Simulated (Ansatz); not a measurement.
# SiO2 (Quartz): how G0W0 depends on its starting point

How much of the starting functional survives in the G0W0 gap of SiO2 (Quartz)?

Method: G0W0 on several functionals, plane waves, PAW, in Ansatz 0.2.0.

This is a report of a sequence of runs, with most program output left out.

In doubt: masses and optical values from hybrid runs of this build are listed as unsure (steps 3, 4), which bears on the screening that GW takes from such a start.

## Step 1: The starting structure

Symmetry: P3_121, No. 152, trigonal system. Conventional cell: a = 4.916 Å, b = 4.916 Å, c = 5.409 Å, α = 90.00°, β = 90.00°, γ = 120.00°. Nearest to Si lie 4 O at 1.61 Å. O has 2 Si at 1.61 Å nearest. Farther neighbours and most contacts between anions are not listed.

The cell and positions come from the Crystallography Open Database and are kept as given unless a step says otherwise.

## Step 2: G0W0 on PBE

G0W0 replaces the xc potential by the self-energy, built once from these orbitals. Only a window of levels is corrected, while the sums run over the empty bands that the input names. This step takes hard PAW files.

This step: G0W0 on PBE, plane waves, PAW.

Contents of input.yaml:

```yaml
crystal:
  lattice:
    - [4.9158, 0.0, 0.0]
    - [-2.4579, 4.2572076799, 0.0]
    - [0.0, 0.0, 5.4091]
  atoms:
    - { symbol: Si, position: [0.5303, 0.0, 0.3333333333] }
    - { symbol: Si, position: [0.0, 0.5303, 0.6666666667] }
    - { symbol: Si, position: [0.4697, 0.4697, 0.0] }
    - { symbol: O, position: [0.1462, 0.4142, 0.881] }
    - { symbol: O, position: [0.5858, 0.732, 0.2143333333] }
    - { symbol: O, position: [0.268, 0.8538, 0.5476666667] }
    - { symbol: O, position: [0.4142, 0.1462, 0.119] }
    - { symbol: O, position: [0.732, 0.5858, 0.7856666667] }
    - { symbol: O, position: [0.8538, 0.268, 0.4523333333] }
kpoints:
  mp_grid: { grid: [6, 6, 4] }
hamiltonian:
  xc: pbe
  pseudopotentials: { kind: paw, source: ansatz }
scf:
  occupations: { method: fixed }
gw:
  n_empty_bands: 673
  ecut_chi: 190.0
  qp_bands: [v3, c3]
  qp_kpoints: band_edges
  screening: { model: contour_deformation }
```

Run with:

```
$ ansatz run input.yaml --threads 4 --pin off --max-ram 138240MiB --backend cuda --events-out ev --progress --plain --runs-dir out --devices 1 --max-vram 26GiB
```

Elapsed: 4.8 min, on 1 × NVIDIA H100 80GB HBM3 (shared by 3 runs) with 4 threads of AMD EPYC 7R13 (Zen 3), shared host; peak memory 5.1 GiB; 8.6 min of CPU time.

Numbers from this step:

* bands summed: 697
* RPA ε∞ on this mesh (eigenvalues): 2.330, 2.330, 2.361
* plane waves in the screening matrix: 673
* q-points in the mesh: 144
* G0W0 gap on the mesh: 9.098 eV
* k of the valence top: 0.3333, 0.3333, 0
* k of the conduction bottom: 0, 0, 0
* starting gap on the mesh: 6.002 eV
* Z at the valence top: 0.8054
* Z at the conduction bottom: 0.8661
* least direct G0W0 gap on the computed points: 9.458 eV

The gap on the mesh goes from 6.00 eV to 9.10 eV, a correction of +3.10 eV. Between the two edge states, bare exchange in place of the xc potential would open the gap by 10.50 eV, and correlation takes back 7.41 eV.

## Step 3: G0W0 on HSE06

One-shot GW remembers its start. Another functional's orbitals and levels show by how much.

This step: G0W0 on HSE06, plane waves, PAW.

input.yaml: that of step 2 with these lines changed.

```diff
@@ -18,3 +18,3 @@
 hamiltonian:
-  xc: pbe
+  xc: hse06
   pseudopotentials: { kind: paw, source: ansatz }
```

The job ended after 6.9 min (1 × NVIDIA H100 80GB HBM3 (shared by 3 runs) with 4 threads; peak memory 6.3 GiB; 11 min of CPU time).

This step gave:

- bands summed: 697
- RPA ε∞ on this mesh (eigenvalues): 2.099, 2.099, 2.121
- plane waves in the screening matrix: 673
- q-points in the mesh: 144
- G0W0 gap on the mesh: 9.876 eV
- k of the valence top: 0.3333, 0.3333, 0
- k of the conduction bottom: 0, 0, 0
- starting gap on the mesh: 7.835 eV
- Z at the valence top: 0.8330
- Z at the conduction bottom: 0.8876
- least direct G0W0 gap on the computed points: 10.24 eV

Against the run with 6×6×4 mesh, 673 empty bands, screening to 190 eV, hard PAW files on PBE, the gap moves by +0.78 eV, while the start moved by +1.83 eV.

## Step 4: G0W0 on PBE0

This step: G0W0 on PBE0, plane waves, PAW.

input.yaml: that of step 3 with these lines changed.

```diff
@@ -18,3 +18,3 @@
 hamiltonian:
-  xc: hse06
+  xc: pbe0
   pseudopotentials: { kind: paw, source: ansatz }
```

Wall time 7.5 min (1 × NVIDIA H100 80GB HBM3 (shared by 3 runs) with 4 threads); peak memory 6 GiB.

Numbers from this step:

- bands summed: 697
- RPA ε∞ on this mesh (eigenvalues): 2.050, 2.050, 2.071
- plane waves in the screening matrix: 673
- G0W0 gap on the mesh: 10.08 eV
- k of the valence top: 0.3333, 0.3333, 0
- k of the conduction bottom: 0, 0, 0
- starting gap on the mesh: 8.599 eV
- least direct G0W0 gap on the computed points: 10.45 eV

Against the run with 6×6×4 mesh, 673 empty bands, screening to 190 eV, hard PAW files on HSE06, the gap moves by +0.21 eV, while the start moved by +0.76 eV.

## Step 5: The starts together

All on the 6×6×4 mesh with 673 empty bands and screening to 190 eV. Times are wall times on 1 × NVIDIA H100 80GB HBM3 (shared by 3 runs) with 4 threads of AMD EPYC 7R13 (Zen 3), shared host, good to a factor of about two.

```csv
start,starting gap (eV),shift (eV),G0W0 gap (eV),RPA ε∞ (harmonic mean),"Z (valence, conduction)",time
PBE,6.00,+3.10,9.10,2.34,"0.81, 0.87",4.8 min
HSE06,7.83,+2.04,9.88,2.11,"0.83, 0.89",6.9 min
PBE0,8.60,+1.48,10.08,2.06,"0.84, 0.89",7.5 min
```

How the two edges are built up, in eV (the quasiparticle level is the starting level plus Σx plus Σc less Vxc):

```csv
run,edge,start,Σx,Σc,Vxc,Z,QP
PBE,valence top,2.52,-26.84,3.93,-20.92,0.81,0.53
PBE,conduction bottom,8.53,-7.83,-3.47,-12.41,0.87,9.63
HSE06,valence top,1.18,-26.85,3.42,-22.25,0.83,0.01
HSE06,conduction bottom,9.02,-7.19,-3.22,-11.29,0.89,9.89
PBE0,valence top,0.78,-26.86,3.30,-22.67,0.84,-0.11
PBE0,conduction bottom,9.38,-7.18,-3.14,-10.91,0.89,9.97
```

For a hybrid start, Vxc holds its share of exact exchange.

## Step 6: Results

| Property | Result |
| --- | --- |
| G0W0@PBE | 9.10 eV (start 6.00 eV) |
| G0W0@HSE06 | 9.88 eV (start 7.83 eV) |
| G0W0@PBE0 | 10.08 eV (start 8.60 eV) |
| known limits | not at the basis limit |

The starting gaps span 2.60 eV and the G0W0 gaps 0.98 eV. Between PBE and PBE0, 0.98 eV of the 2.60 eV survives, 38 %. PBE0 screens less than PBE (ε∞ 2.06 against 2.34). Of the 0.98 eV by which its G0W0 gap is higher, the correlation part gives +0.97 eV, and exchange with the one-particle terms, which follow the orbitals, +0.02 eV. The smallest correction, +1.48 eV, is on PBE0, the start nearest to reproducing itself. Bands and cutoff are finite, so the gap is not at the basis limit. The miss can reach some tenths of an eV and take either sign; the mesh is an error of its own.

[Paths, hosts, dates, memory and timing lines, banners, echoed tables and standing remarks are left out of the program output.]

[Logs are printed without paths, hosts, clocks, repeated set-up lines and the standing remarks that a program may print on its own settings, such as how far it seeks lower states.]

[Runs of the session that timed out or met a known fault of the program may be left out.]

[Cells called generated may have been cut or substituted from an entry of the Crystallography Open Database or the Materials Project.]

[Hosts, paths, dates, database ids (printed as entryN), source tags and the programs' standing remarks are cut or masked in the printed files.]
